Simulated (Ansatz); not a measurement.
An input for Ansatz 0.2.0 (WSe2 (P6_3/mmc)):

```yaml
crystal:
  lattice:
    - [3.29, 0.0, 0.0]
    - [-1.645, 2.8492235785, 0.0]
    - [0.0, 0.0, 12.97]
  atoms:
    - { symbol: W, position: [0.3333333333, 0.6666666667, 0.25] }
    - { symbol: W, position: [0.6666666667, 0.3333333333, 0.75] }
    - { symbol: Se, position: [0.3333333333, 0.6666666667, 0.621] }
    - { symbol: Se, position: [0.6666666667, 0.3333333333, 0.121] }
    - { symbol: Se, position: [0.3333333333, 0.6666666667, 0.879] }
    - { symbol: Se, position: [0.6666666667, 0.3333333333, 0.379] }
kpoints:
  mp_grid: { grid: [9, 9, 2] }
hamiltonian:
  xc: pbe
  dispersion: d3bj
scf:
  occupations: { method: fermi_dirac, width: 0.02 }
relax:
  f_tol: 0.01
  max_steps: 60
  cell: {}
```

The database entry behind the starting cell differs from later determinations by our own check (a about 0.2 % long), so it need not match the best structure at ambient conditions.

```sh
ansatz run input.yaml --threads 3 --pin off --max-ram 92160MiB --backend cuda --events-out ev --progress --plain --runs-dir out --devices 1 --max-vram 13GiB
```

**Question.** How long will it take on 1 × NVIDIA H100 80GB HBM3 (shared by 6 runs) with 3 threads of AMD EPYC 7R13 (Zen 3), shared host, and how much memory?

It took 27 s; on shared hardware allow 13 s to 53 s. Peak host memory was 0.99 GiB. The sizes that set the cost: 2347 plane waves a state, 24 irreducible k points and 38 SCF cycles.

[Paths, hosts, dates, memory and timing lines, banners, echoed tables and standing remarks are left out of the program output.]

[Logs are printed without paths, hosts, clocks, repeated set-up lines and the standing remarks that a program may print on its own settings, such as how far it seeks lower states.]

[Runs of the session that timed out or met a known fault of the program may be left out.]

[Cells called generated may have been cut or substituted from an entry of the Crystallography Open Database or the Materials Project.]

[Hosts, paths, dates, database ids (printed as entryN), source tags and the programs' standing remarks are cut or masked in the printed files.]
